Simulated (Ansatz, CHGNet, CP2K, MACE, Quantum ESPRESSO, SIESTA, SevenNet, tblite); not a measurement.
## Mg2+ BF4- in dimethyl sulfoxide and 1,3-dioxolane at 400 K (73 atoms) in tblite

Wanted: tblite inputs and outputs for Mg2+ BF4- in dimethyl sulfoxide and 1,3-dioxolane at 400 K (73 atoms), checked against a plane-wave reference.

Program: tblite 0.8.0. Level of theory: the method is named at each step. Results are calculated unless marked as measured.

### Step 1. Set-up

The cell holds 73 atoms: 11 C, 6 O, 30 H, 4 S, 4 B, 16 F and 2 Mg. Cell: a = 9.474 Å, b = 9.474 Å, c = 9.474 Å, α = 90.0°, β = 90.0°, γ = 90.0°. 4 dimethyl sulfoxide, 1 1,3-dioxolane, 2 Mg2+, 4 BF4- placed at random, at 1.53 g/cm³; overlaps pushed apart, then 10 ps at 550 K with stiff harmonic cages for PF6 and BF4 with UFF radii; divalent ions of Li, Roberts, Chakravorty and Merz (J. Chem. Theory Comput. 9, 2733 (2013)); MMFF94 bonds, angles, torsions, charges and radii (Halgren, J. Comput. Chem. 17, 490 (1996)) in harmonic and 12-6 forms; charges of ions scaled by 0.8. Snapshot after 30 ps at 400 K and fixed volume. Then every atom was moved at random, 0.03 Å r.m.s. a Cartesian component (hydrogen 0.6 of that).

The yardstick, on the same geometry:

- method: Kohn-Sham DFT, PBE, PAW, plane waves (Ansatz 0.2.0); cutoff 420 eV, Γ point, fermi-dirac smearing of 0.05 eV; PAW set soft_2
- r.m.s. force component: 1.628 eV/Å
- longest force: 7.902 eV/Å
- pressure: 4.223 GPa
- gap (highest filled to lowest empty level): 4.207 eV
- SCF cycles: 10
- time: 3.1 s on 8 threads of Arm Neoverse V2, shared host
- CPU time: 20 s

### Step 2. GFN1-xTB

Method: GFN1-xTB tight binding, diagonalisation.

File run.py:

```python
import numpy as np
from ase.io import read
from tblite.ase import TBLite

atoms = read("structure.xyz")
atoms.calc = TBLite(method="GFN1-xTB", electronic_temperature=580, accuracy=1.0, max_iterations=250, mixer_damping=0.4, verbosity=1)
energy = atoms.get_potential_energy()
forces = atoms.get_forces()
print(f"energy {energy:.6f} eV")
print("forces (eV/A)")
for i, (a, f) in enumerate(zip(atoms, forces)):
    print(f"{i:4d} {a.symbol:2s} {f[0]:10.5f} {f[1]:10.5f} {f[2]:10.5f}")
stress = -atoms.get_stress(voigt=False) * 160.21766
print("stress (GPa, compression positive)")
for row in stress:
    print(" ".join(f"{x:10.4f}" for x in row))
print("charges (e)")
print(np.array2string(atoms.get_charges(), precision=4, suppress_small=True, max_line_width=110, threshold=100000))
```

File structure.xyz:

```xyz
73
Lattice="9.47375 0.00000 0.00000 0.00000 9.47375 0.00000 0.00000 0.00000 9.47375" Properties=species:S:1:pos:R:3 pbc="T T T"
C 1.13761 5.88803 4.98765
C 2.23599 5.76667 3.87571
O 1.49742 5.02753 2.92578
C 0.36711 5.81035 2.99371
O 0.02899 6.40255 4.25277
H 1.27981 6.47919 5.77937
H 0.64545 4.89480 5.34954
H 2.97343 5.10465 4.35840
H 2.66241 6.66118 3.47488
H 0.41050 6.60860 2.15641
H 8.97789 5.11980 2.76378
C 7.14444 7.54300 1.20866
S 7.51988 6.71964 8.99210
C 8.18883 8.17708 8.30801
O 6.26461 6.36939 8.44935
H 6.69690 6.78292 1.70869
H 8.11891 7.79036 1.58240
H 6.51661 8.34798 0.88589
H 7.46863 9.01806 8.17225
H 9.09499 8.45561 8.64906
H 8.47872 7.83650 7.21360
C 0.33404 0.47037 4.85511
S 1.94382 1.46303 4.54361
C 2.00303 2.21733 6.19498
O 1.66729 2.52580 3.56706
H 0.52485 9.18186 5.60495
H 9.08343 1.24551 5.32993
H 0.04794 9.38072 3.99281
H 2.01990 3.19559 6.21592
H 0.97267 2.04624 6.61741
H 2.75781 1.65127 6.88060
C 5.45953 1.71778 5.85250
S 4.89395 3.39179 5.63148
C 6.57668 3.95245 5.04761
O 4.66753 3.87761 7.03691
H 4.92957 1.06362 5.05936
H 6.57620 1.55900 5.95330
H 5.13165 1.32661 6.89272
H 6.43684 5.03994 4.91536
H 7.37143 3.90442 5.87211
H 7.01181 3.46123 4.10630
C 3.76525 9.40459 1.93378
S 3.30388 0.69784 0.29482
C 4.96121 1.22069 9.45651
O 2.34191 1.78097 0.64838
H 4.41183 0.67813 2.52049
H 2.82157 9.14207 2.46801
H 4.24149 8.47171 1.51571
H 4.88561 2.06859 8.70230
H 5.49392 1.66558 0.87897
H 5.57435 0.47861 8.97894
B 4.28820 7.61595 6.10896
F 3.18650 7.99878 5.21018
F 4.34798 6.28460 6.39355
F 3.84956 8.01697 7.49430
F 5.52623 7.99954 5.68122
[... 13 atom lines left out ...]
F 2.65256 5.37541 8.29133
F 0.49159 5.21274 7.64295
Mg 4.68354 5.45129 8.08509
Mg 1.94420 3.42400 1.94496
```

Run with:

```sh
$ OMP_NUM_THREADS=1 python run.py > output.txt
```

The program printed:

```text
------------------------------------------------------------
  cycle        total energy    energy error   density error
------------------------------------------------------------
      1     -170.0811994790  -1.7081272E+02   6.3825322E-01
      2     -172.0807632839  -1.9995638E+00   3.2199101E-01
      3     -171.8131944552   2.6756883E-01   2.1144994E-01
      4     -172.3216828938  -5.0848844E-01   5.9244802E-02
      5     -172.3563052724  -3.4622379E-02   1.0947822E-02
      6     -172.3586506803  -2.3454079E-03   2.6425470E-03
      7     -172.3587018714  -5.1191014E-05   1.6712247E-03
      8     -172.3587361738  -3.4302490E-05   5.9814486E-04
      9     -172.3587394712  -3.2973895E-06   1.3410216E-04
     10     -172.3587395781  -1.0685594E-07   4.9463720E-05
     11     -172.3587395901  -1.2009167E-08   2.7774334E-05
     12     -172.3587396070  -1.6862714E-08   9.0590398E-06
------------------------------------------------------------
 total:                                   1.589 sec
energy -4690.120198 eV
forces (eV/A)
   0 C    -1.92637   -2.53947   -2.18131
   1 C     0.37360   -2.33722    3.12325
   2 O     0.64792    1.25939    1.17142
   3 C    -4.74143    0.49054   -3.27022
   4 O     1.78649   -0.18073   -1.69541
   5 H     1.08298    2.41539    3.11760
   6 H     1.94777    0.78278   -0.34913
   7 H     0.54257    0.19564   -0.53256
   8 H     0.03684    0.70821   -0.11779
   9 H    -0.03026   -0.62634    1.17333
  10 H     0.25121    0.40369   -0.29649
  11 C     1.41876    0.39373   -3.45323
  12 S     5.68159    0.27856    4.88688
  13 C    -2.48686    0.02603   -5.38262
  14 O    -5.18363   -0.54200   -2.80647
  15 H    -1.44551   -1.84060    1.77634
  16 H     0.08954    0.42177    0.26856
  17 H    -0.20144    0.50599    0.55238
  18 H     0.60335   -0.52628    0.38862
  19 H     2.59621    0.89977    1.92369
  20 H    -0.72916    0.64854    1.65185
  21 C     0.23225    2.10095    1.31077
  22 S     0.19903   -3.08891    1.57303
  23 C    -1.37226   -5.75807    1.79001
[...]
65 F    -0.77429   -1.42701    2.15758
  66 B     0.89174    0.97577    2.77608
  67 F    -0.63281    1.42232    0.01849
  68 F    -0.19207   -0.99012   -0.59720
  69 F     1.72634   -0.66016   -0.82531
  70 F    -1.19317   -0.98674   -1.18777
  71 Mg   -0.66458    0.10830    0.43638
  72 Mg   -0.31554   -0.35179   -1.35617
stress (GPa, compression positive)
    0.3379     0.2588     1.0925
    0.2588     2.3938    -0.7669
    1.0925    -0.7669    -1.7117
charges (e)
[ 0.1676  0.1803 -0.4104  0.3968 -0.4824  0.0691  0.0382  0.0408  0.0641  0.0396  0.0556 -0.0709  0.3195
 -0.0348 -0.3913  0.0748  0.0614  0.0579  0.0592  0.0889  0.0547 -0.0356  0.2886 -0.0557 -0.4267  0.0657
  0.0533  0.0813  0.0864  0.072   0.0687 -0.0333  0.2989 -0.034  -0.4394  0.0609  0.0645  0.0694  0.0797
  0.066   0.0838 -0.0381  0.2999 -0.0411 -0.4171  0.0545  0.0619  0.0611  0.0775  0.086   0.0615  0.7371
 -0.4049 -0.3113 -0.406  -0.3477  0.7573 -0.3254 -0.3256 -0.3175 -0.3494  0.7384 -0.4502 -0.3695 -0.2984
 -0.377   0.7576 -0.3809 -0.3462 -0.311  -0.3303  0.8308  0.8305]
```

The job ended after 2 s (1 thread of Arm Neoverse V2, shared host; peak memory 0.13 GiB).

Banners, paths, timers and routine set-up lines are dropped from the logs unmarked, and long logs keep their key lines alone; longer cuts are marked.

Numbers from this run, and their distance from the reference:

```
r.m.s. force component                  : 1.524 eV/Å
r.m.s. difference of force components   : 276.5 meV/Å
longest difference of force vectors     : 1005 meV/Å
force difference over r.m.s. force      : 16.98 %
slope of forces against the reference's : 0.9239
correlation of force components         : 0.9868
pressure                                : 0.34 GPa
pressure difference                     : -3.883 GPa
```

Length of the force difference by element (eV/Å):

```
element  atoms  mean  most
      B      4  0.60  0.82
      C     11  0.42  0.90
      F     16  0.53   1.0
      H     30  0.24  0.39
     Mg      2  0.76  0.91
      O      6  0.57  0.79
      S      4  0.58  0.80
```

A closer look about S13, which bears the longest force: 10 atoms, nearest first, numbered in the order of the input, with positions taken from that point.

```
atom      x      y      z  distance (Å)  Mulliken charge (e)     Fx     Fy  Fz (eV/Å)
 S13   0.00   0.00   0.00          0.00                 0.32   5.68   0.28       4.89
 O15  -1.26  -0.35  -0.54          1.41                -0.39  -5.18  -0.54      -2.81
 C14   0.67   1.46  -0.68          1.74                -0.03  -2.49   0.03      -5.38
 C12  -0.38   0.82   1.69          1.92                -0.07   1.42   0.39      -3.45
 H21   0.96   1.12  -1.78          2.31                 0.05  -0.73   0.65       1.65
 H16  -0.82   0.06   2.19          2.34                 0.07  -1.45  -1.84       1.78
 H18  -1.00   1.63   1.37          2.35                 0.06  -0.20   0.51       0.55
 H20   1.58   1.74  -0.34          2.37                 0.09   2.60   0.90       1.92
 H17   0.60   1.07   2.06          2.40                 0.06   0.09   0.42       0.27
 H19  -0.05   2.30  -0.82          2.44                 0.06   0.60  -0.53       0.39
```

Atoms are counted from 1 here, from 0 in the log.

Forces lie 17 % from the reference's, at 0.10 times its CPU time (on 1 against 8 cores).

Left out of this page: tblite IPEA1-xTB (killed or ended with an error).

### Step 3. Outcome

| Item | Value |
| --- | --- |
| force difference from the reference | tblite GFN1-xTB, 17 % |
| its CPU time | 2 s |

**Reading.** Tight binding differs by 17 % (tblite GFN1-xTB); it is another model, with fitted parameters of its own, and the xTB methods hold dispersion. One electronic-structure run takes under half the reference's CPU time: tblite GFN1-xTB, at 17 % in 2 s against 20 s; its pressure misses by -3.9 GPa. Periodic xTB results under one method name differ between programs and library versions. The network of contacts between molecules at the start is that of the classical potential that made the cell, and needn't be the one that DFT or experiment would give. The reference's stress is far from hydrostatic: its diagonal is 4.1, 6.5, 2.1 GPa, compression counted positive. The reference's PBE has no dispersion term, which matters for the binding between molecules or layers. The electronic-structure runs sample only Γ, in a cell whose shortest periodic width is 9 Å.

[Also dropped from logs without a mark: logging warnings of Python, and SIESTA's first energy breakdown and zero terms.]

[Logs are printed without paths, hosts, clocks, repeated set-up lines and the standing remarks that a program may print on its own settings, such as how far it seeks lower states.]

[Hosts, paths, dates, database ids (printed as entryN), source tags and the programs' standing remarks are cut or masked in the printed files.]

[The MMFF94 radii named for the starting cell were scaled by 0.96; in molecules described by MMFF94, hydrogen bound to N, O or S took a small fixed 12-6 site in their place.]
